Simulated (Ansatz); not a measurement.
# Cd2C (model cell, started as cuprite): from the cell to its phonons, part 3 of 3

Task: relax Cd2C (model cell, started as cuprite), then find its harmonic phonons.

Ansatz 0.2.0; DFT PBEsol, scalar-relativistic, plane waves, PAW.

So far. Step 4 (Relaxing to small forces for the phonons): The forces vanish by symmetry and the pressure is 0.000 GPa, within the tolerances set. The cell now holds 19.38 Å³/atom. Step 5 (Zone-centre response): Before it was imposed, the acoustic sum rule was missed by 1.8e-5 eV/Å² and the charge sum rule by 0.0036 e. Small misses are needed for a sound result but don't prove that mesh and cutoff are converged. The lowest optical mode is real, 56.9 cm⁻¹. The relaxed cell has a = 4.881 Å (conventional setting).

The structure was built from a prototype and need not be the compound's stable phase.

## Step 6: Phonons on a q mesh

Stability and thermal properties need the whole zone. Linear response on a 2×2×2 q mesh gives force constants as far as a supercell of that size would, and the tensors from the zone-centre run are typed in so that the long-range dipole term is interpolated apart.

Contents of input.yaml:

```yaml
crystal:
  lattice:
    - [4.8809957163, 0.0, 0.0]
    - [0.0, 4.8809957163, 0.0]
    - [0.0, 0.0, 4.8809957163]
  atoms:
    - { symbol: C, position: [0.0, 0.0, 0.0] }
    - { symbol: C, position: [0.5, 0.5, 0.5] }
    - { symbol: Cd, position: [0.25, 0.25, 0.25] }
    - { symbol: Cd, position: [0.75, 0.75, 0.25] }
    - { symbol: Cd, position: [0.75, 0.25, 0.75] }
    - { symbol: Cd, position: [0.25, 0.75, 0.75] }
kpoints:
  mp_grid: { grid: [6, 6, 6] }
hamiltonian:
  xc: pbesol
scf:
  occupations: { method: fixed }
output:
  eigenvalues: true
phonons:
  method: dfpt
  qmesh: [2, 2, 2]
  temperatures: { t_max: 1000, t_step: 50 }
  qpath:
    path:
      - [[0.0, 0.0, 0.0], [0.0, 0.5, 0.0], [0.5, 0.5, 0.0], [0.0, 0.0, 0.0], [0.5, 0.5, 0.5], [0.0, 0.5, 0.0]]
      - [[0.5, 0.5, 0.5], [0.5, 0.5, 0.0]]
    npoints: 10
  non_analytic_term:
    high_frequency_dielectric_tensor: [[12.2202, 0.0, 0.0], [0.0, 12.2202, 0.0], [0.0, 0.0, 12.2202]]
    born_effective_charges:
      - { species: C, tensor: [[-2.5651, 0.0, 0.0], [0.0, -2.5651, 0.0], [0.0, 0.0, -2.5651]] }
      - { species: C, tensor: [[-2.5651, 0.0, 0.0], [0.0, -2.5651, 0.0], [0.0, 0.0, -2.5651]] }
      - { species: Cd, tensor: [[1.2825, 0.7679, 0.7679], [0.7679, 1.2825, 0.7679], [0.7679, 0.7679, 1.2825]] }
      - { species: Cd, tensor: [[1.2825, 0.7679, -0.7679], [0.7679, 1.2825, -0.7679], [-0.7679, -0.7679, 1.2825]] }
      - { species: Cd, tensor: [[1.2825, -0.7679, 0.7679], [-0.7679, 1.2825, -0.7679], [0.7679, -0.7679, 1.2825]] }
      - { species: Cd, tensor: [[1.2825, -0.7679, -0.7679], [-0.7679, 1.2825, 0.7679], [-0.7679, 0.7679, 1.2825]] }
    source: "zone-centre run at this cell"
```

Started as:

```bash
$ ansatz run input.yaml --threads 8 --pin off --max-ram 14336MiB --backend cpu --events-out ev --progress --plain --runs-dir out
```

Numbers of over 12 decimals in the logs are rounded to 6 here.

The program printed:

```text
Warning: phonons: the dynamical matrix that this run interpolates holds no multipole term above the dipole-dipole one, and a site of this crystal is no centre of inversion, so its interpolated transverse optical and acoustic branches and sound speeds can stay off near Gamma, and the density of states and the thermodynamics with them. What a run solves at a wave vector of phonons.qpoints, Gamma apart, where the deck admits one, is free of this, and under fd what a larger phonons.supercell samples
[...]
Crystal: 6 atoms, lattice volume = 116.285 Å³
Basis set: ecut = 420 eV, 2301 PW (Γ), exchange–correlation on 72×72×72 points (8 copies of the dense FFT grid, shifted against one another)
Bands: 53, of which v1, the nominal top of the filled ones, is band 44 counted from 1 (43 counted from 0)
Symmetry: 48 space group operations
k-points: 20 of 216
[...]
SCF iter   1: F=—  HF=-33224.100661 eV  |F-HF|=—  |Δ(HF+E_count)|=         —  Δρ=7.86e-3  dr2=8.58e-2  ethr=1.77e-3  ⟨swp⟩=4.8  Hψ=3148  notcnv=0  defer=136
[...]
SCF iter   9: F=-33224.078383 eV  HF=-33224.078383 eV  |F-HF|=0.00e0  |Δ(HF+E_count)|=  4.15e-10  Δρ=8.35e-8  dr2=9.03e-12  ethr=1.00e-12  ⟨swp⟩=10.2  Hψ=5698  notcnv=0
SCF 1 converged in 9 iterations: F = -33224.078383 eV  dr2 = 9.03e-12
[...]
NSCF: frozen V_eff on 20 k-points
[...]
DFPT response loops at q = (0, 0, 0) (fractional): preconditioner auto → Resta (q_TF=auto, 2.604 Å⁻¹)  ε∞=10.2 (no band partly filled); β = 1.00, the filter's whole step (`scf.mixing.beta` (0.50) is not read by the response loops at its default; to damp them type it under 1.00, their step now; it binds the ground state too); Broyden in place of MSR1
[...]
SCF converged after 9 iterations
Free energy (F): -33224.078383 eV
[...]
Internal energy: -33224.078383 eV  (E = F + TS)
E sigma→0 (E₀):  -33224.078383 eV
Fermi energy:    10.094999 eV
[...]
--- Band table (eV; the first three rows and the last of 20) ---
  k-point 0: bands = [... 40 lower, 8.9684, 9.5364, 9.5364, 9.5364, 10.6771, 10.6771, 11.5690, 16.7381, ... 5 higher]
  k-point 1: bands = [... 40 lower, 8.9716, 8.9716, 9.6082, 9.6082, 10.9398, 11.9229, 12.2301, 15.7964, ... 5 higher]
  k-point 2: bands = [... 40 lower, 8.9862, 8.9862, 9.7386, 9.7386, 11.6871, 13.3361, 13.7471, 14.2529, ... 5 higher]
  k-point 19: bands = [... 40 lower, 7.6515, 7.7408, 7.7408, 7.7408, 13.5511, 13.5511, 13.5511, 15.9525, ... 5 higher]
--- Phonons (Γ-DFPT): 2 representative perturbations + reference (Σ response iterations 7) ---
  ASR residual: 1.965e-5 → 0.000e0 eV/Å²; symmetrization residual: 3.546e-7 eV/Å²
  ASR residual per site (eV/Å²): 1.96e-5 1.96e-5 1.58e-5 1.58e-5 1.58e-5 1.58e-5
[...]
--- Phonons (arbitrary-q DFPT): 4 irreducible q on the 2×2×2 mesh ---
  q = [0.0000, 0.0000, 0.0000] (star 1, of the zone-centre solve; hermiticity 5.32e-8, symmetrization 4.87e-12): 0.00 0.00 0.00 56.87 56.87 56.87 113.06 113.06 113.06 117.63 117.63 237.26 533.11 533.11 533.11 598.39 598.39 598.39
  q = [0.0000, 0.0000, -0.5000] (star 3, 4 solved perturbations in 284 linear systems a pass and spin channel, the states on 112 of 216 k-point pairs; hermiticity 1.27e-7, symmetrization 1.34e-12): 43.37 43.37 67.19 67.19 88.82 88.82 89.31 89.31 93.61 93.61 169.29 169.29 543.44 543.44 585.65 585.65 591.74 591.74
[...]
sum rule: each row above includes the acoustic sum rule's correction from the zone centre's row sums; it moved no ω² by more than (0.67 cm⁻¹)²
  mesh force constants: q→R imaginary residual 2.03e-17; ASR residual 1.965e-5 → 0.000e0 eV/Å²; symmetrization residual 1.599e-14 eV/Å²
  interpolated dispersion: 63 rows × 18 modes
  density of states and harmonic sums: on the 14×14×14 q-mesh, interpolated from the force constants of a 2×2×2 supercell (with the dipole–dipole term of supplied tensors)
  largest difference from the sums on the solved wave vectors: F 1.07e-1 eV, S 1.39e-4 and C_V 3.21e-5 eV/K
  zero-point energy: 0.279861 eV/cell   skipped modes (ω ≤ 0): 3   left out of the sums: 6.07e-5 of the cell's modes: C_V's classical limit lies that fraction below 3 k_B per atom; for a crystal, a wire or a layer, F and S can be off by more, and a phonons.interpolated_qmesh denser along its periods is the remedy for the sampling
```

The job ended after 71 s (8 threads of Arm Neoverse V2, shared host; peak memory 1.9 GiB; 9 min of CPU time).

This step gave:

```
sum-rule residual before enforcement                       : 1.96e-5 eV/Å²
lowest frequency on the path                               : 0 cm⁻¹
highest frequency on the path or at a solved wavevector    : 631.9 cm⁻¹
mean frequency                                             : 250.8 cm⁻¹
Debye temperature (second moment)                          : 632 K
logarithmic mean frequency                                 : 154.3 cm⁻¹
lowest mode on the q mesh (acoustic modes at Γ apart)      : 33.41 cm⁻¹
zero-point energy per atom                                 : 46.64 meV
heat capacity at 300 K                                     : 20.92 J/(mol atoms K)
vibrational entropy at 300 K                               : 34.81 J/(mol atoms K)
edges of the widest gap between branches, on path and mesh : 241.6, 521 cm⁻¹
```

Frequencies (cm⁻¹) solved at each irreducible wavevector; negative means imaginary. Frequencies by wavevector, by row:

| q in reciprocal lattice units | star | mode 1 | mode 2 | mode 3 | mode 4 | mode 16 | mode 17 | mode 18 |
| --- | --- | --- | --- | --- | --- | --- | --- | --- |
| 0 0 0 | 1 | 0 | 0 | 0 | 56.9 | 598.4 | 598.4 | 598.4 |
| 0 0 -0.5 | 3 | 43.4 | 43.4 | 67.2 | 67.2 | 585.6 | 591.7 | 591.7 |
| 0 -0.5 -0.5 | 3 | 33.4 | 33.4 | 70.8 | 70.8 | 569.8 | 574.7 | 574.7 |
| -0.5 -0.5 -0.5 | 1 | 47.1 | 47.1 | 47.1 | 52.1 | 617.7 | 617.7 | 617.7 |

Interpolated from a 2×2×2 q mesh, with the LO-TO term (at Γ the limit along the path; where Γ stands inside the path, tables give the limit on arrival). Phonon branches along the path, in cm⁻¹:

| point | branch 1 | branch 2 | branch 3 | branch 4 | branch 15 | branch 16 | branch 17 | branch 18 |
| --- | --- | --- | --- | --- | --- | --- | --- | --- |
| Γ | 0 | 0 | 0 | 57 | 533 | 598 | 598 | 632 |
| halfway | 30 | 30 | 55 | 60 | 553 | 593 | 593 | 622 |
| X | 43 | 43 | 67 | 67 | 586 | 586 | 592 | 592 |
| halfway | 46 | 46 | 62 | 62 | 580 | 580 | 582 | 582 |
| M | 33 | 33 | 71 | 71 | 570 | 570 | 575 | 575 |
| halfway | 18 | 44 | 60 | 62 | 553 | 589 | 589 | 606 |
| Γ | 0 | 0 | 0 | 57 | 533 | 598 | 598 | 632 |
| halfway | 32 | 32 | 53 | 77 | 566 | 591 | 596 | 596 |
| R | 47 | 47 | 47 | 52 | 521 | 618 | 618 | 618 |
| halfway | 45 | 49 | 57 | 60 | 558 | 585 | 598 | 600 |
| X | 43 | 43 | 67 | 67 | 586 | 586 | 592 | 592 |
| jump to R | 47 | 47 | 47 | 52 | 521 | 618 | 618 | 618 |
| halfway | 42 | 42 | 58 | 61 | 536 | 603 | 603 | 603 |
| M | 33 | 33 | 71 | 71 | 570 | 570 | 575 | 575 |

The phonon density of states has structure finer than the step of the table below, so its rows give means over 20 cm⁻¹, whole bins alone (the curve runs from 2.5 to 632 cm⁻¹). Peaks (cm⁻¹: height): 42.5: 0.108, 62.5: 0.187, 77.5: 0.146, 87.5: 0.163, 112.5: 0.124, 542.5: 0.109, 592.5: 0.139.

Tetrahedra on a 14×14×14 mesh, mean over bins of 5 cm-1. Interpolated from a 2×2×2 q mesh. Table of phonon density of states by wavenumber; means over each step:

| wavenumber (cm⁻¹) | phonon density of states (1/cm⁻¹/cell) |
| --- | --- |
| 20 | 0.0187 |
| 40 | 0.0768 |
| 60 | 0.129 |
| 80 | 0.133 |
| 100 | 0.0909 |
| 120 | 0.0596 |
| 140 | 0.0249 |
| 160 | 0.0148 |
| 180 | 0.0111 |
| 200 | 0.0250 |
| 220 | 0.0132 |
| 240 | 0.00200 |
| 260 | 0 |
| 280 | 0 |
| 300 | 0 |
| 320 | 0 |
| 340 | 0 |
| 360 | 0 |
| 380 | 0 |
| 400 | 0 |
| 420 | 0 |
| 440 | 0 |
| 460 | 0 |
| 480 | 0 |
| 500 | 0 |
| 520 | 0.00844 |
| 540 | 0.0782 |
| 560 | 0.0541 |
| 580 | 0.0706 |
| 600 | 0.0767 |
| 620 | 0.0116 |

The partial phonon density of states has structure finer than the step of the table below, so its rows give means over 25 cm⁻¹, whole bins alone (the curve runs from -10 to 660 cm⁻¹). Peaks (cm⁻¹: height): C 541.6: 0.0915, 592.1: 0.105; Cd 61.6: 0.148, 107.9: 0.103, 196.3: 0.0239.

Phonopy on the run's constants, 11x11x11 mesh, Gaussian sigma 4.8 cm-1. Interpolated from a 2×2×2 q mesh. The partial phonon density of states by wavenumber; means over each step; values in 1/cm⁻¹/cell:

| wavenumber (cm⁻¹) | C | Cd |
| --- | --- | --- |
| 25 | 0.00176 | 0.0307 |
| 50 | 0.00299 | 0.100 |
| 75 | 0.00146 | 0.133 |
| 100 | 0.00280 | 0.0939 |
| 125 | 0.00241 | 0.0437 |
| 150 | 0.00167 | 0.0187 |
| 175 | 7.6e-4 | 0.00999 |
| 200 | 0.00120 | 0.0218 |
| 225 | 3.1e-4 | 0.00977 |
| 250 | 6.0e-6 | 5.2e-4 |
| 275 | 0 | 0 |
| 300 | 0 | 0 |
| 325 | 0 | 0 |
| 350 | 0 | 0 |
| 375 | 0 | 0 |
| 400 | 0 | 0 |
| 425 | 0 | 0 |
| 450 | 0 | 0 |
| 475 | 0 | 0 |
| 500 | 5.3e-5 | 0 |
| 525 | 0.0256 | 2.0e-4 |
| 550 | 0.0711 | 0.00171 |
| 575 | 0.0543 | 0.00538 |
| 600 | 0.0661 | 0.00736 |
| 625 | 0.00723 | 7.9e-4 |

Harmonic thermodynamic functions per atom, from the density of states. Interpolated from a 2×2×2 q mesh. Thermodynamic functions, by row:

| T (K) | F_vib (meV/atom) | S (J/mol-atom/K) | C_V (J/mol-atom/K) |
| --- | --- | --- | --- |
| 0 | 46.64 | 0 | 0 |
| 50 | 45.34 | 7.012 | 10.07 |
| 100 | 39.35 | 15.6 | 14.36 |
| 200 | 16.92 | 26.84 | 18.32 |
| 300 | -15.21 | 34.81 | 20.92 |
| 400 | -54.64 | 41.05 | 22.36 |
| 500 | -99.9 | 46.13 | 23.18 |
| 600 | -150 | 50.41 | 23.67 |
| 700 | -204.2 | 54.08 | 23.99 |
| 800 | -261.9 | 57.3 | 24.2 |
| 900 | -322.8 | 60.16 | 24.35 |
| 1000 | -386.5 | 62.73 | 24.46 |

Harmonic mean-square displacement, third of the trace. Interpolated from a 2×2×2 q mesh. Mean square displacements, by row:

| T (K) | C1 U_eq (Å²) | C2 U_eq (Å²) | Cd3 U_eq (Å²) | Cd4 U_eq (Å²) | Cd5 U_eq (Å²) | Cd6 U_eq (Å²) |
| --- | --- | --- | --- | --- | --- | --- |
| 0 | 0.00362 | 0.00362 | 0.00209 | 0.00209 | 0.00209 | 0.00209 |
| 100 | 0.00695 | 0.00695 | 0.00622 | 0.00622 | 0.00622 | 0.00622 |
| 300 | 0.016 | 0.016 | 0.01776 | 0.01776 | 0.01776 | 0.01776 |
| 600 | 0.03053 | 0.03053 | 0.03535 | 0.03535 | 0.03535 | 0.03535 |

Symmetry leaves 4 wavevectors to solve. The lowest mode among them, the acoustic zeros apart, lies at q = (0, -0.5, -0.5) and is real, 33.4 cm⁻¹.

## Step 7: Summary of results

```
space group after relaxation (within 0.01 Å)            : Pn-3m
volume per atom                                         : 19.4 Å³
gap on the k-mesh                                       : 0.582 eV
highest optical mode at the zone centre (no LO-TO term) : 598 cm⁻¹
top of the zone-centre spectrum with the field          : 632 cm⁻¹
lowest optical zone-centre mode                         : 56.9 cm⁻¹
mean high-frequency dielectric constant                 : 12.2
mean static dielectric constant                         : 13.8
largest Born charge (third of the trace)                : -2.57 e
lowest mode on the q mesh (acoustic modes at Γ apart)   : 33.4 cm⁻¹
highest frequency on the path or at a solved wavevector : 632 cm⁻¹
zero-point energy per atom                              : 46.6 meV
heat capacity at 300 K                                  : 20.9 J/(mol atoms K)
vibrational entropy at 300 K                            : 34.8 J/(mol atoms K)
Debye temperature (second moment)                       : 632 K
imaginary modes on the 2×2×2 q mesh                     : none
```

The structure is a minimum as far as tested: no mode is imaginary at the 4 irreducible wavevectors of the 2×2×2 mesh, and the softest away from the acoustic zeros lies at 33 cm⁻¹. Without the field, the optical modes at Γ span 57 to 598 cm⁻¹. The highest mode in this list at Γ, 598.4 cm⁻¹, is mostly motion of C (89 % of the kinetic energy). With the macroscopic field of the longitudinal modes the top of the zone-centre spectrum lies at 632 cm⁻¹, against 598 cm⁻¹ without it. Lattice motion raises the mean dielectric constant from 12.22 to 13.80. The strongest infrared line is at 598 cm⁻¹. Averaged over orientations, the strongest Raman line at 532 nm and 300 K is at 533 cm⁻¹. The tensors are the static, non-resonant ones, while 532 nm light (2.33 eV) lies above the computed gap. On the path and the mesh, the widest gap between branches runs from 242 to 521 cm⁻¹. With the field response the log warns that the k mesh is coarse for the force constants too, so the frequencies may not be converged. The program warns that the interpolation holds no quadrupole term, so branches close to Γ can be off in this crystal. The starting cell was built on a prototype and not taken from a measurement, so the phase need not exist. These are harmonic frequencies at zero temperature: anharmonic shifts, linewidths and thermal expansion are left out.

[Logs are printed without paths, hosts, clocks, repeated set-up lines and the standing remarks that a program may print on its own settings, such as how far it seeks lower states.]

[Hosts, paths, dates, database ids (printed as entryN), source tags and the programs' standing remarks are cut or masked in the printed files.]
